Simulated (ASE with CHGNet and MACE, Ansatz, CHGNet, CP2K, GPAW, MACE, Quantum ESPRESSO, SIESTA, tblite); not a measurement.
# Machine-learned potentials runs on random packing of S (77 atoms)

How do the settings of machine-learned potentials change the result for random packing of S (77 atoms)? A plane-wave run serves as the yardstick.

Main program and level: ASE with CHGNet and MACE; the method is named at each step.

### Step 1. The structure

The cell holds 77 atoms: 77 S. Its edges and angles: a = 13.306 Å, b = 13.306 Å, c = 13.306 Å, α = 90.0°, β = 90.0°, γ = 90.0°. 77 atoms (77 S) packed at random in a cube at 1.74 g/cm³ and pushed apart as soft spheres; a start for melting by ab initio MD, not an equilibrated structure. Then every atom was moved at random, 0.02 Å r.m.s. a Cartesian component.

The yardstick, on the same geometry:

| Quantity | Value |
| --- | --- |
| method | Kohn-Sham DFT, PBE, PAW, plane waves (Ansatz 0.2.0); cutoff 420 eV, Γ point, fermi-dirac smearing of 0.05 eV; PAW set soft_2 |
| r.m.s. force component | 0.9647 eV/Å |
| longest force | 3.186 eV/Å |
| pressure | -10 GPa |
| SCF cycles | 11 |
| time | 27 s on 4 threads of Arm Neoverse V1, shared host |
| CPU time | 1.7 min |

### Step 2. CHGNet 0.3.0 potential

Method: machine-learned interatomic potential CHGNet 0.3.0, trained on PBE(+U) plane-wave data.

Input file run.py:

```python
import numpy as np
from ase.io import read
import mlip  # loads the published weights by name

atoms = read("structure.xyz")
atoms.calc = mlip.calc("chgnet-0.3.0")
energy = atoms.get_potential_energy()
forces = atoms.get_forces()
print(f"energy {energy:.6f} eV")
print("forces (eV/A)")
for i, (a, f) in enumerate(zip(atoms, forces)):
    print(f"{i:4d} {a.symbol:2s} {f[0]:10.5f} {f[1]:10.5f} {f[2]:10.5f}")
stress = -atoms.get_stress(voigt=False) * 160.21766
print("stress (GPa, compression positive)")
for row in stress:
    print(" ".join(f"{x:10.4f}" for x in row))
```

Input file structure.xyz:

```xyz
77
Lattice="13.30610 0.00000 0.00000 0.00000 13.30610 0.00000 0.00000 0.00000 13.30610" Properties=species:S:1:pos:R:3 pbc="T T T"
S 5.85229 5.24220 11.85520
S 7.15735 6.55552 3.35726
S 2.61265 10.61867 5.70073
S 3.48700 13.08815 12.92754
S 11.26827 2.56515 11.88541
S 4.82120 8.27254 4.15084
S 1.60086 3.54847 8.62262
S 5.52642 0.75179 3.75897
S 11.44777 2.93479 5.64445
S 8.58935 1.00434 8.65189
S 5.13136 5.59349 1.04333
S 5.24314 11.47119 3.67275
S 5.97484 6.49404 6.99222
S 8.85880 1.05371 2.03477
S 4.83637 12.89082 7.25595
S 5.71457 11.67717 0.41488
S 12.56029 10.08882 12.62323
S 12.42071 1.70132 8.14227
S 10.34363 8.64404 11.71855
S 11.92280 9.36364 8.72707
S 10.99842 10.62133 2.99454
S 9.90839 6.73528 9.35406
S 1.53779 4.02270 5.97790
S 7.23133 11.74077 8.84150
S 0.27357 7.32514 2.00510
S 1.45875 2.45977 1.68189
S 11.30819 6.91265 3.11110
S 5.56301 9.61565 9.31028
S 2.60520 12.52144 3.73076
S 11.68249 13.05528 2.25432
S 2.91204 7.62998 6.95510
S 6.91398 8.96405 1.69081
S 8.11486 2.22771 6.49857
S 5.66188 1.63386 11.98999
S 10.29347 9.29365 5.17261
S 12.86261 12.44945 11.59879
S 8.79187 4.53658 10.49146
S 12.56482 6.19811 13.18408
S 11.41770 6.05374 5.94716
S 5.06803 3.58426 9.54393
S 7.70822 7.74987 12.02339
S 0.23765 3.63403 12.75350
S 8.73971 7.44210 6.02234
S 0.79464 13.15188 8.93904
S 5.26842 7.05543 9.56509
S 2.99454 7.20286 1.84156
S 8.96578 1.40007 11.10860
S 8.31339 13.24037 5.42636
S 8.12590 4.14565 4.21830
S 2.73560 1.74816 10.71474
S 2.89860 10.63157 9.63934
S 12.23948 5.63886 8.70592
S 12.71704 8.30407 6.08421
S 10.91153 3.49192 2.89434
S 9.35485 9.02832 1.26355
S 7.65354 11.87090 2.73387
[... 17 atom lines left out ...]
S 10.58540 11.83059 6.60741
S 1.09469 10.06074 2.83859
S 4.46899 8.25218 12.48844
S 8.97031 11.20094 12.84664
```

Run with:

```bash
$ OMP_NUM_THREADS=1 python run.py > output.txt
```

What it wrote:

```text
CHGNet v0.3.0 initialized with 412,525 parameters
CHGNet will run on cpu
energy -230.204697 eV
forces (eV/A)
   0 S    -0.59321    0.26831    0.59935
   1 S     0.84205   -1.25394   -1.02097
   2 S    -1.16355    1.73114   -0.70502
   3 S     0.61478    0.52750   -0.17819
   4 S    -0.06054    0.08769   -0.04872
   5 S     0.20137   -0.21089   -0.28279
   6 S    -0.15957   -0.32014   -1.28098
   7 S    -0.88388   -1.38732    0.22343
   8 S    -0.09242    0.37586   -0.73096
   9 S    -0.27813    0.22089    0.15984
  10 S    -0.26439    0.43470   -1.35928
  11 S     0.12519    1.79028   -0.81958
  12 S    -0.65309    0.79484    1.28478
  13 S    -1.11183    0.24906   -0.00875
  14 S     0.39905   -0.50955    0.16968
  15 S    -0.47447   -0.28906   -1.47325
  16 S    -0.88027    1.10750   -1.44798
  17 S     1.60690   -1.00907   -0.20447
  18 S    -0.32954    0.58230    0.34966
  19 S    -1.64091   -0.18434   -0.31319
  20 S    -0.13559    1.19681   -0.36026
  21 S     1.10933   -1.67508    0.46368
  22 S     1.11601   -0.30589    0.34712
  23 S    -0.33815   -0.71121   -0.06702
[...]
69 S     1.39241    0.21251    0.13767
  70 S     0.47371    0.54600    1.47248
  71 S     1.60818   -1.72045    0.53643
  72 S    -1.58080    0.06285    1.57250
  73 S    -0.49630   -0.25347   -0.58534
  74 S     2.46452    0.33701   -0.75683
  75 S     0.00728   -0.69054   -0.17419
  76 S    -0.76531   -1.46884   -0.48554
stress (GPa, compression positive)
   -9.1107     0.4382    -0.2894
    0.4382    -8.9779     0.5699
   -0.2894     0.5699    -8.1441
```

Elapsed: 4.6 s, on 1 thread of Arm Neoverse V1, shared host; peak memory 0.56 GiB.

Banners, paths, timers and routine set-up lines are dropped from the logs unmarked, and long logs keep their key lines alone; longer cuts are marked.

Against the reference:

```yaml
r_m_s_force_component: 0.9915 eV/Å
r_m_s_difference_of_force_components: 324.3 meV/Å
longest_difference_of_force_vectors: 1228 meV/Å
force_difference_over_r_m_s_force: 33.61 %
slope_of_forces_against_the_reference_s: 0.9717
correlation_of_force_components: 0.9454
pressure: -8.744 GPa
pressure_difference: 1.256 GPa
```

Local excerpt of 9 atoms (numbers count through the whole input) about S64, which bears the longest force; x, y, z are measured from there.

| atom | x | y | z | distance (Å) | Fx | Fy | Fz (eV/Å) |
| --- | --- | --- | --- | --- | --- | --- | --- |
| S64 | 0.00 | 0.00 | 0.00 | 0.00 | -2.42 | -0.72 | -1.73 |
| S60 | -1.58 | -1.90 | -0.80 | 2.60 | 1.68 | 0.97 | -0.21 |
| S65 | -1.73 | 0.79 | -1.90 | 2.69 | 0.32 | -1.28 | 2.51 |
| S23 | -3.12 | 0.37 | 0.42 | 3.17 | 1.12 | -0.31 | 0.35 |
| S13 | 1.32 | 2.84 | 1.44 | 3.44 | -0.65 | 0.79 | 1.28 |
| S8 | 0.87 | -2.90 | -1.80 | 3.52 | -0.88 | -1.39 | 0.22 |
| S49 | 3.47 | 0.49 | -1.34 | 3.75 | -0.05 | 0.96 | -0.49 |
| S33 | 3.46 | -1.43 | 0.94 | 3.86 | 0.57 | -2.36 | -0.17 |
| S40 | 0.41 | -0.07 | 3.99 | 4.01 | -0.17 | 0.15 | 1.30 |

Atoms are counted from 1 here, from 0 in the log.

Forces lie 34 % from the reference's, at 0.041 times its CPU time (on 1 against 4 cores).

### Step 3. MACE MP-0b3 medium potential

Method: machine-learned interatomic potential MACE MP-0b3 medium, trained on PBE(+U) plane-wave data.

Edit run.py of step 2 so:

```diff
@@ -5,3 +5,3 @@
 atoms = read("structure.xyz")
-atoms.calc = mlip.calc("chgnet-0.3.0")
+atoms.calc = mlip.calc("mace-mp-0b3-medium")
 energy = atoms.get_potential_energy()
```

structure.xyz is that of step 2.

What it wrote:

```text
energy -218.263765 eV
forces (eV/A)
   0 S    -0.53857    0.11256    0.21681
   1 S     0.74628   -1.40821   -0.83757
   2 S    -1.09641    1.16005   -0.36421
   3 S     0.58916    0.52915   -0.28232
   4 S     0.08635    0.25777    0.04517
   5 S     0.20720   -0.19024   -0.40541
   6 S    -0.19553   -0.37830   -0.88239
   7 S    -0.96359   -1.23943    0.20128
   8 S     0.03838    0.49074   -0.75368
   9 S    -0.09038    0.00561    0.61968
  10 S    -0.27421    0.28532   -1.21589
  11 S     0.25458    1.68460   -0.58508
  12 S    -0.59557    0.68643    1.21770
  13 S    -0.92983    0.34340   -0.13234
  14 S     0.61053   -0.72976    0.37372
  15 S    -0.53424   -0.29148   -1.41517
  16 S    -0.69802    0.93706   -1.20422
  17 S     1.33540   -0.47990   -0.38030
  18 S    -0.72685    0.41020    0.39618
  19 S    -1.52206   -0.21890   -0.75220
  20 S     0.23710    1.39486   -0.30223
  21 S     0.99033   -1.68383    0.71278
  22 S     0.72459   -0.23044    0.42430
  23 S    -0.51482   -0.32953   -0.26274
[...]
69 S     1.49546    0.29128    0.10852
  70 S     0.58791    0.52165    1.48088
  71 S     1.56164   -1.46226    0.42690
  72 S    -1.80483   -0.29403    1.14379
  73 S    -0.61627    0.12753   -0.68334
  74 S     2.41667    0.25459   -0.73572
  75 S     0.17509   -0.70856   -0.20685
  76 S    -0.75441   -1.16085   -0.63463
stress (GPa, compression positive)
   -8.9300     0.4588    -0.2545
    0.4588    -8.7469     0.6724
   -0.2545     0.6724    -7.6660
```

The job ended after 8.6 s (1 thread; peak memory 0.79 GiB).

Against the reference:

```yaml
r_m_s_force_component: 0.8786 eV/Å
r_m_s_difference_of_force_components: 240.7 meV/Å
longest_difference_of_force_vectors: 872.5 meV/Å
force_difference_over_r_m_s_force: 24.95 %
slope_of_forces_against_the_reference_s: 0.8836
correlation_of_force_components: 0.9702
pressure: -8.448 GPa
pressure_difference: 1.553 GPa
```

Against the first run (34 %), the force difference from the reference is 25 %, at 2 times the CPU time.

### Step 4. CHGNet r2SCAN potential

Method: machine-learned interatomic potential CHGNet r2SCAN, trained on r2SCAN plane-wave data.

Edit run.py of step 3 so:

```diff
@@ -5,3 +5,3 @@
 atoms = read("structure.xyz")
-atoms.calc = mlip.calc("mace-mp-0b3-medium")
+atoms.calc = mlip.calc("chgnet-r2scan")
 energy = atoms.get_potential_energy()
```

structure.xyz is that of step 3.

What it wrote:

```text
CHGNet vr2scan initialized with 412,525 parameters
CHGNet will run on cpu
energy -504.180176 eV
forces (eV/A)
   0 S    -0.87026    0.44981    1.40224
   1 S     1.42743   -2.25355   -1.57082
   2 S    -1.86605    2.68589   -0.96297
   3 S     0.99356    0.38926   -0.12146
   4 S    -0.04406    0.15896   -0.06251
   5 S     0.12219   -0.43612   -0.36105
   6 S    -0.13771   -0.27614   -2.09236
   7 S    -1.43059   -2.00552    0.30763
   8 S    -0.07569    0.41814   -1.13575
   9 S    -0.43405    0.57513    0.55367
  10 S    -0.36299    0.57747   -2.26379
  11 S     0.22633    2.91575   -1.12902
  12 S    -0.91871    0.96979    2.24026
  13 S    -1.79412    0.40563   -0.27119
  14 S     0.54441   -0.54307    0.33433
  15 S    -0.88713   -0.16495   -2.30743
  16 S    -1.12962    1.79406   -1.95489
  17 S     2.38547   -1.75893    0.02870
  18 S    -0.39195    0.70600    0.58010
  19 S    -2.32700   -0.09580   -0.43434
  20 S     0.04760    1.82214   -0.59617
  21 S     1.57898   -2.96975    0.73032
  22 S     1.39329   -0.42690    0.76477
  23 S    -0.58306   -1.00891   -0.00645
[...]
69 S     2.18737    0.23482    0.16190
  70 S     0.77664    0.97891    2.16156
  71 S     2.48497   -2.74422    0.78236
  72 S    -2.36389    0.09514    2.05003
  73 S    -0.73439   -0.29448   -0.86913
  74 S     3.39956    0.50080   -1.09060
  75 S    -0.08573   -0.81274   -0.19525
  76 S    -1.16289   -2.03148   -0.73831
stress (GPa, compression positive)
  -12.4680     0.5462    -0.5519
    0.5462   -12.1559     0.7573
   -0.5519     0.7573   -11.3524
```

The job ended after 3.6 s (1 thread; peak memory 0.56 GiB).

Against the reference:

- r.m.s. force component: 1.484 eV/Å
- r.m.s. difference of force components: 648.5 meV/Å
- longest difference of force vectors: 2611 meV/Å
- force difference over r.m.s. force: 67.22 %
- slope of forces against the reference's: 1.458
- correlation of force components: 0.9475
- pressure: -11.99 GPa
- pressure difference: -1.992 GPa

Against the first run (34 %), the force difference from the reference is 67 %, at 0.87 times the CPU time; this potential was trained at another functional than the reference's, which explains only part of so large a difference.

### Step 5. The ladder

Differences are against the plane-wave reference, forces as r.m.s. over components; share is that over the reference's r.m.s. force, slope the least-squares factor from reference forces to these. Total energies of different programs have different zeros and aren't compared.

| run | Δ force, r.m.s. (meV/Å) | share (%) | slope | Δ pressure (GPa) | cores | CPU time | memory (GiB) |
| --- | --- | --- | --- | --- | --- | --- | --- |
| reference | - | - | - | - | 4 | 1.7 min | 2.2 |
| CHGNet 0.3.0 potential | 324 | 33.6 | 0.972 | 1.26 | 1 | 4.2 s | 0.56 |
| MACE MP-0b3 medium potential | 241 | 24.9 | 0.884 | 1.55 | 1 | 8.3 s | 0.79 |
| CHGNet r2SCAN potential | 649 | 67.2 | 1.458 | -1.99 | 1 | 3.6 s | 0.56 |

Times of the machine-learned potentials are mostly Python's start and the loading of weights.

CPU time is summed over cores on a shared host, where runs went side by side, so it is rough. Symmetry, cutoffs, thresholds, outputs and thread counts weren't matched or tuned between programs; memory under MPI is the largest rank's times the ranks.

A second geometry, displaced anew (every atom was moved at random, 0.06 Å r.m.s. a Cartesian component), gives an energy difference that all programs can be tested on. The reference puts it at -18.33 meV/atom.

| run | energy less the first geometry's (meV/atom) | error (meV/atom) | force share at the second geometry (%) |
| --- | --- | --- | --- |
| CHGNet 0.3.0 potential | -18.71 | -0.386 | 34.0 |
| MACE MP-0b3 medium potential | -12.62 | 5.70 | 25.4 |
| CHGNet r2SCAN potential | -28.80 | -10.5 | 67.5 |

### Step 6. Outcome

| Quantity | Value |
| --- | --- |
| nearest in forces | MACE MP-0b3 medium potential, 25 % |
| its CPU time | 8.3 s |

In words: Machine-learned potentials differ by 25 % (MACE MP-0b3 medium potential) to 67 % (CHGNet r2SCAN potential); they were trained on other programs' data, some at another functional. The energy difference between the two geometries, -18.3 meV/atom in the reference, is met best by CHGNet 0.3.0 potential (-0.386) and worst by CHGNet r2SCAN potential (-10.5). Machine-learned potentials mimic data converged in k, so the reference's own k-point error enters their differences. The reference's pressure of -10 GPa belongs to a cell and atoms that aren't relaxed at this level. The electronic-structure runs sample only Γ, in a cell whose shortest periodic width is 13 Å, which is coarse for a cell with partly filled levels.

[Also dropped from logs without a mark: logging warnings of Python, and SIESTA's first energy breakdown and zero terms.]

[Logs are printed without paths, hosts, clocks, repeated set-up lines and the standing remarks that a program may print on its own settings, such as how far it seeks lower states.]

[Hosts, paths, dates, database ids (printed as entryN), source tags and the programs' standing remarks are cut or masked in the printed files.]
